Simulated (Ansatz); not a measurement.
# Vibrations of species on Si(111)

Aim: bond lengths and vibrational modes of species bound on Si(111).

Program: Ansatz 0.2.0. Level of theory: DFT PBE, scalar-relativistic, plane waves, PAW; PAW set soft_1. Results are calculated unless marked as measured.

## Step 1: The bulk crystal behind the slab

The structure is cubic, space group Fd-3m (No. 227). The conventional cell has a = 5.450 Å, b = 5.450 Å, c = 5.450 Å, α = 90.00°, β = 90.00°, γ = 90.00°. Si has 4 Si at 2.36 Å nearest.

Structure file:

```cif
data_structure
_symmetry_space_group_name_H-M 'P 1'
_symmetry_Int_Tables_number 1
_cell_length_a 3.8537
_cell_length_b 3.8537
_cell_length_c 3.8537
_cell_angle_alpha 60.000
_cell_angle_beta 60.000
_cell_angle_gamma 60.000
_cell_volume 40.47
loop_
_atom_site_label
_atom_site_type_symbol
_atom_site_fract_x
_atom_site_fract_y
_atom_site_fract_z
_atom_site_occupancy
Si1 Si 0.00000 0.00000 0.00000 1
Si2 Si 0.25000 0.25000 0.25000 1
```

## Step 2: Relaxation of the host

The host crystal is relaxed at the same level, and its volume sets the scale of the cells that follow.

Contents of input.yaml:

```yaml
crystal:
  lattice:
    - [0.0, 2.725, 2.725]
    - [2.725, 0.0, 2.725]
    - [2.725, 2.725, 0.0]
  atoms:
    - { symbol: Si, position: [0.0, 0.0, 0.0] }
    - { symbol: Si, position: [0.25, 0.25, 0.25] }
kpoints:
  mp_grid: { grid: [10, 10, 10] }
hamiltonian:
  xc: pbe
  pseudopotentials: { kind: paw, azcp: { folder: soft_1 } }
scf:
  occupations: { method: gaussian, width: 0.02 }
output:
  forces: true
  stress: true
  eigenvalues: true
relax:
  adjacent_minimum: "off"
  f_tol: 0.002
  max_steps: 60
  cell: { stress_tol: 0.02 }
```

Started as:

```
> ansatz run input.yaml --threads 8 --pin off --max-ram 20480MiB --backend cpu --events-out ev --progress --plain --runs-dir out
```

Numbers of over 12 decimals in the logs are rounded to 6 here.

The program printed:

```text
The last accepted step is kept in <dir> (removed where the run ends without a failure and the disk answers)
Engine: ansatz 0.2.0, x86_64-unknown-linux-gnu
Pseudopotentials: kind: paw
Pseudopotential: Si, paw, valence charge 4, recommended cutoff 420 eV (normal), soft_1/Si.paw.azcp
Functional definition: PBE
  parameter kappa = 0.804
  parameter beta = 0.066725
  exchange = pbe_x(kappa = kappa, mu = beta*pi^2/3)
[...]
--- Relaxed structure (3 steps of the walk, 3 accepted, 1 SCFs on fresh bases) ---
  F+E_penalty+E_count = -1271.62301785 eV   max|allowed force component| = 2.776e-17 eV/Å   (the final SCF, on the basis selected at the relaxed cell)
  cell:  # Å, volume = 40.9115 Å³
    - [0, 2.734880, 2.734880]
    - [2.734880, 0, 2.734880]
    - [2.734880, 2.734880, 0]
  atoms:
    - { symbol: Si, position: [0, 0, 0] }
    - { symbol: Si, position: [0.25, 0.25, 0.25] }
[key lines of the parts left out:]
SCF converged after 4 iterations
Free energy (F): -1271.623018 eV
Fermi energy:    6.304617 eV
P = ⅓ Tr σ = 0.0045 GPa (0.045 kbar)
```

Wall time 3.5 s (8 threads of Intel Xeon at 2.70GHz, shared host); peak memory 0.34 GiB.

Step by step:

```csv
step,energy less that of the first step (eV),largest force component (eV/Å),pressure (GPa),volume (Å³)
1,0.0000,0.0000,0.99,40.47
2,-0.0013,0.0000,0.24,40.81
3,-0.0014,0.0000,0.00,40.91
4*,-0.0014,0.0000,0.00,40.91
```

Relaxation steps marked * repeat the geometry before them on a plane-wave basis chosen anew for their cell, so energy and pressure can jump there.

The run keeps the 48 symmetry operations that it works with, so distortions that break them were not tested.

```csv
"conventional cell, symmetrised",before,after,change
a (Å),5.450,5.470,+0.4 %
b (Å),5.450,5.470,+0.4 %
c (Å),5.450,5.470,+0.4 %
volume (Å³/atom),20.23,20.46,+1.1 %
```

Final coordinates:

```xyz
2
Lattice="0.0000 2.7349 2.7349 2.7349 0.0000 2.7349 2.7349 2.7349 0.0000" Properties=species:S:1:pos:R:3 pbc="T T T"
Si    0.0000    0.0000    0.0000
Si    1.3674    1.3674    1.3674
```

This step gave:

- pressure: 0.004524 GPa
- gap on the k-mesh: 0.6174 eV
- volume per atom: 20.46 Å³

The forces vanish by symmetry.

The cell grew by 1.1 % in volume.

## Step 3: Relaxation in the fixed cell: CH3

The slab carries CH3. Its plane takes the lattice constant of the bulk relaxed at this level. The lowest layers and the H atoms that close the back face are held, and the other atoms relax. The program lengthens the typed cell of 32.2 Å along the normal to 58.2 Å, as its cut-off of the electrostatics needs, and moves no atom.

System of this step: CH3 on Si(111). The cell holds 15 atoms: 10 Si, 4 H and 1 C. Its edges and angles: a = 3.868 Å, b = 3.868 Å, c = 58.190 Å, α = 90.0°, β = 90.0°, γ = 120.0°. It derives from Si. Vacuum lies along c.

Contents of input.yaml:

```yaml
crystal:
  lattice:
    - [3.8677029217, 0.0, 0.0]
    - [-1.933856479, 3.3495309121, 0.0]
    - [0.0, 0.0, 32.2493879586]
  atoms:
    - { symbol: Si, position: [0.0, 0.0, 0.279776] }
    - { symbol: Si, position: [0.333333, 0.666667, 0.304257] }
    - { symbol: Si, position: [0.333333, 0.666667, 0.377699] }
    - { symbol: Si, position: [0.666667, 0.333333, 0.40218] }
    - { symbol: Si, position: [0.666667, 0.333333, 0.475622] }
    - { symbol: Si, position: [0.0, 0.0, 0.500103] }
    - { symbol: Si, position: [0.0, 0.0, 0.573546] }
    - { symbol: Si, position: [0.333333, 0.666667, 0.598027] }
    - { symbol: Si, position: [0.333333, 0.666667, 0.671469] }
    - { symbol: Si, position: [0.666667, 0.333333, 0.69595] }
    - { symbol: H, position: [0.0, 0.0, 0.233406] }
    - { symbol: C, position: [0.666667, 0.333333, 0.754768] }
    - { symbol: H, position: [0.975201, 0.481294, 0.766594] }
    - { symbol: H, position: [0.518705, 0.493906, 0.766594] }
    - { symbol: H, position: [0.506095, 0.024798, 0.766594] }
  periodic: [true, true, false]
kpoints:
  mp_grid: { grid: [8, 8, 1] }
hamiltonian:
  xc: pbe
  pseudopotentials: { kind: paw, azcp: { folder: soft_1 } }
scf:
  occupations: { method: gaussian, width: 0.03 }
output:
  forces: true
  eigenvalues: true
relax:
  adjacent_minimum: "off"
  f_tol: 0.003
  max_steps: 120
  constraints: [{ sites: [0, 1, 10] }]
```

The program printed:

```text
Warning: crystal.periodic: the lattice vector that does not repeat stood 0.000° off the slab's normal, 32.249 Å along it as the deck builds it. The run solves the slab on a vector along the normal, 58.190 Å long, with every atom where it was (on the deck's vector they left 15.05 Å outside them, and the widest stretch free of ions among them is 2.37 Å). A fractional position that the run reports is one of the run's ce [...]
Warning: the atoms were moved onto the symmetric positions of the space group found under crystal.symmetry.tolerance 1.0e-5 (fractional; no operation is sought that the atoms, as they stand in a round, miss by more than twice it, and no atom is moved by as much as it), and the run uses the moved positions. Before a round's move an operation carried an atom to 9.07e-6 Å from where it should land, the largest such dist [...]
[...]
crystal.periodic: the lattice vector that does not repeat stood 0.000° off the slab's normal, 32.249 Å along it as the deck builds it. The run solves the slab on a vector along the normal, 58.190 Å long, with every atom where it was (on the deck's vector they left 15.05 Å outside them, and the widest stretch free of ions among them is 2.37 Å). A fractional position that the run reports is one of the run's cell, which [...]
[...]
Crystal: 15 atoms, lattice volume = 753.851 Å³
Basis set: ecut = 420 eV, 14835 PW (Γ), exchange–correlation on 54×54×800 points (8 copies of the dense FFT grid, shifted against one another)
Bands: 39, of which v1, the nominal top of the filled ones, is band 24 counted from 1 (23 counted from 0)
Symmetry: 3 space group operations
[...]
k-points: 12 of 64 (time reversal used)
[...]
SCF iter   1: F=—  HF=-6676.890527 eV  |F-HF|=—  |Δ(HF+E_count)|=         —  Δρ=3.88e-2  dr2=1.29e1  ethr=3.10e-3  ⟨swp⟩=12.2  Hψ=3963  notcnv=0  defer=14
[...]
SCF iter  17: F=-6673.099517 eV  HF=-6673.099517 eV  |F-HF|=1.73e-11  |Δ(HF+E_count)|=  2.76e-10  Δρ=1.26e-7  dr2=2.89e-10  ethr=3.03e-12  ⟨swp⟩=2.0  Hψ=1373  notcnv=0
SCF 1 converged in 17 iterations: F = -6673.099517 eV  dr2 = 2.89e-10
[...]
relax step   1: F+E_penalty+E_count = -6673.09951653 eV  Δ(F+E_penalty+E_count) = +0.000e0 eV  max|allowed force component| = 4.190e-1 eV/Å  Δτ_max = 0.0000 Å  (17 SCF iters, dr2 threshold 2.25e-7 eV, accepted)
[...]
SCF iter   7: F=-6673.117998 eV  HF=-6673.118000 eV  |F-HF|=1.81e-6  |Δ(HF+E_count)|=   3.40e-6  Δρ=1.57e-5  dr2=3.53e-6  ethr=2.29e-8  ⟨swp⟩=20.9  Hψ=3732  notcnv=0
SCF 2 converged in 7 iterations: F = -6673.117998 eV  dr2 = 3.53e-6
[...]
relax step   2: F+E_penalty+E_count = -6673.11799816 eV  Δ(F+E_penalty+E_count) = -1.848e-2 eV  max|allowed force component| = 2.483e-1 eV/Å  Δτ_max = 0.0755 Å  (7 SCF iters, dr2 threshold 1.10e-5 eV, accepted)
[...]
SCF iter   9: F=-6673.136208 eV  HF=-6673.136208 eV  |F-HF|=2.10e-8  |Δ(HF+E_count)|=   1.26e-7  Δρ=2.57e-6  dr2=8.83e-8  ethr=2.67e-9  ⟨swp⟩=5.8  Hψ=1699  notcnv=0
SCF 3 converged in 9 iterations: F = -6673.136208 eV  dr2 = 8.83e-8
[...]
relax step   3: F+E_penalty+E_count = -6673.13620831 eV  Δ(F+E_penalty+E_count) = -1.821e-2 eV  max|allowed force component| = 4.742e-1 eV/Å  Δτ_max = 0.1950 Å  (9 SCF iters, dr2 threshold 3.85e-6 eV, accepted)
[...]
relax step   4: F+E_penalty+E_count = -6673.15760353 eV  Δ(F+E_penalty+E_count) = -2.140e-2 eV  max|allowed force component| = 5.976e-1 eV/Å  Δτ_max = 0.1947 Å  (7 SCF iters, dr2 threshold 7.90e-5 eV, accepted)
[...]
relax step   5: F+E_penalty+E_count = -6673.18943213 eV  Δ(F+E_penalty+E_count) = -3.183e-2 eV  max|allowed force component| = 6.692e-2 eV/Å  Δτ_max = 0.1354 Å  (6 SCF iters, dr2 threshold 1.00e-4 eV, accepted)
[...]
relax step   6: F+E_penalty+E_count = -6673.19154641 eV  Δ(F+E_penalty+E_count) = -2.114e-3 eV  max|allowed force component| = 8.026e-2 eV/Å  Δτ_max = 0.0559 Å  (9 SCF iters, dr2 threshold 2.80e-7 eV, accepted)
[...]
relax step   7: F+E_penalty+E_count = -6673.19187165 eV  Δ(F+E_penalty+E_count) = -3.252e-4 eV  max|allowed force component| = 5.410e-2 eV/Å  Δτ_max = 0.0419 Å  (7 SCF iters, dr2 threshold 4.03e-7 eV, accepted)
[...]
relax step   8: F+E_penalty+E_count = -6673.19200105 eV  Δ(F+E_penalty+E_count) = -1.294e-4 eV  max|allowed force component| = 1.948e-3 eV/Å  Δτ_max = 0.0054 Å  (5 SCF iters, dr2 threshold 1.33e-6 eV, accepted)
[...]
SCF iter   4: F=-6673.192001 eV  HF=-6673.192001 eV  |F-HF|=7.49e-9  |Δ(HF+E_count)|=   2.47e-9  Δρ=8.16e-7  dr2=7.18e-9  ethr=1.87e-11  ⟨swp⟩=7.7  Hψ=2311  notcnv=0
SCF 9 converged in 4 iterations: F = -6673.192001 eV  dr2 = 7.18e-9
relax step   9: F+E_penalty+E_count = -6673.19200134 eV  Δ(F+E_penalty+E_count) = -2.884e-7 eV  max|allowed force component| = 1.816e-3 eV/Å  Δτ_max = 0.0000 Å  (4 SCF iters, accepted)
SCF converged after 4 iterations
Free energy (F): -6673.192001 eV
[...]
Internal energy: -6673.192001 eV  (E = F + TS)
E sigma→0 (E₀):  -6673.192001 eV
Fermi energy:    -3.820265 eV
[...]
--- Forces (eV/Å), atoms counted from 1 ---
  atom   1  Si    -0.00000000     0.00000000     0.35361228
  atom   2  Si     0.00000000    -0.00000000    -0.21729997
  atom   3  Si    -0.00000000     0.00000000     0.00012680
  atom   4  Si     0.00000000    -0.00000000    -0.00018462
  atom   5  Si    -0.00000000     0.00000000     0.00019379
  atom   6  Si     0.00000000    -0.00000000    -0.00008684
  atom   7  Si    -0.00000000     0.00000000     0.00003692
  atom   8  Si     0.00000000    -0.00000000    -0.00062677
  atom   9  Si    -0.00000000     0.00000000    -0.00018700
  atom  10  Si     0.00000000    -0.00000000    -0.00082244
  atom  11  H      0.00000000     0.00000000    -0.13685838
  atom  12  C     -0.00000000     0.00000000     0.00181616
  atom  13  H     -0.00059645     0.00046583     0.00009082
  atom  14  H     -0.00010520    -0.00074946     0.00009082
  atom  15  H      0.00070165     0.00028363     0.00009082
  max |Σ_I F_I| component: 7.61e-6 eV/Å
--- Band table (eV; the first three rows and the last of 12) ---
  k-point 0: bands = [... 20 lower, -4.4977, -4.4977, -4.2733, -4.2733, -2.7105, -2.5677, -2.3278 (-2.3278°), -1.9976 (-1.9976°), ... 11 higher]
  k-point 1: bands = [... 20 lower, -5.1158, -4.9717, -4.7464, -4.4880, -2.1600 (-2.1600°), -2.0165 (-2.0165°), -1.9381 (-1.9381°), -1.6650 (-1.6650°), ... 11 higher]
  k-point 2: bands = [... 20 lower, -5.6658, -5.3084, -5.2550, -4.9620, -2.8861, -2.6102, -2.2469, -1.9618, ... 11 higher]
  k-point 11: bands = [... 20 lower, -6.8204, -6.7807, -6.3172, -6.1745, -2.5146, -1.9221, -1.9047, -1.3890, ... 11 higher]
  ° read free of the cell's end (the report's vacuum.weakly_bound_levels)
--- Relaxed structure (9 steps of the walk, 9 accepted, 0 SCFs on fresh bases) ---
  F+E_penalty+E_count = -6673.19200134 eV   max|allowed force component| = 1.816e-3 eV/Å
  cell:  # Å, volume = 753.8506 Å³
    - [3.867704, 2.897230253254638e-6, 0.0]
    - [-1.933855, 3.349528, 0.0]
    - [0.0, 0.0, 58.189973]
  atoms:
    - { symbol: Si, position: [-2.9605945558685534e-17, -2.1587666982180307e-17, 0.155054] }
    - { symbol: Si, position: [0.333333, 0.666667, 0.168622] }
    - { symbol: Si, position: [0.333333, 0.666667, 0.209217] }
    - { symbol: Si, position: [0.666667, 0.333333, 0.222776] }
    - { symbol: Si, position: [0.666667, 0.333333, 0.263459] }
[...]
- { symbol: Si, position: [0.333333, 0.666667, 0.331245] }
    - { symbol: Si, position: [0.333333, 0.666667, 0.371868] }
    - { symbol: Si, position: [0.666667, 0.333333, 0.385492] }
    - { symbol: H, position: [-2.9605945558685534e-17, -2.1587666982180307e-17, 0.129356] }
    - { symbol: C, position: [0.666667, 0.333333, 0.418440] }
    - { symbol: H, position: [0.904275, 0.285479, 0.425188] }
    - { symbol: H, position: [0.714521, 0.618797, 0.425188] }
    - { symbol: H, position: [0.381203, 0.095725, 0.425188] }
```

Run time: 91 s. Hardware: 8 threads; peak memory 1.7 GiB.

Relaxation path:

```csv
step,energy less that of the first step (eV),largest force component (eV/Å)
1,0.0000,0.4190
2,-0.0185,0.2483
3,-0.0367,0.4742
4,-0.0581,0.5976
5,-0.0899,0.0669
6,-0.0920,0.0803
7,-0.0924,0.0541
8,-0.0925,0.0019
9,-0.0925,0.0018
```

Forces are held to the 3 operations that the run works with; a distortion that breaks them can't arise in this run.

The atoms that moved most (Å):

```csv
atom,dx,dy,dz,length
H15,-0.620,0.238,0.019,0.664
H14,0.516,0.418,0.019,0.664
H13,0.104,-0.656,0.019,0.664
Si9,0.000,0.000,-0.015,0.015
Si10,0.000,0.000,-0.012,0.012
Si8,0.000,0.000,-0.011,0.011
Si7,0.000,0.000,-0.010,0.010
Si6,0.000,0.000,-0.009,0.009
```

The largest force component left on a free atom is 1.8 meV/Å.

(Continued in part 2 of 3.)

[Logs are printed without paths, hosts, clocks, repeated set-up lines and the standing remarks that a program may print on its own settings, such as how far it seeks lower states.]

[Hosts, paths, dates, database ids (printed as entryN), source tags and the programs' standing remarks are cut or masked in the printed files.]
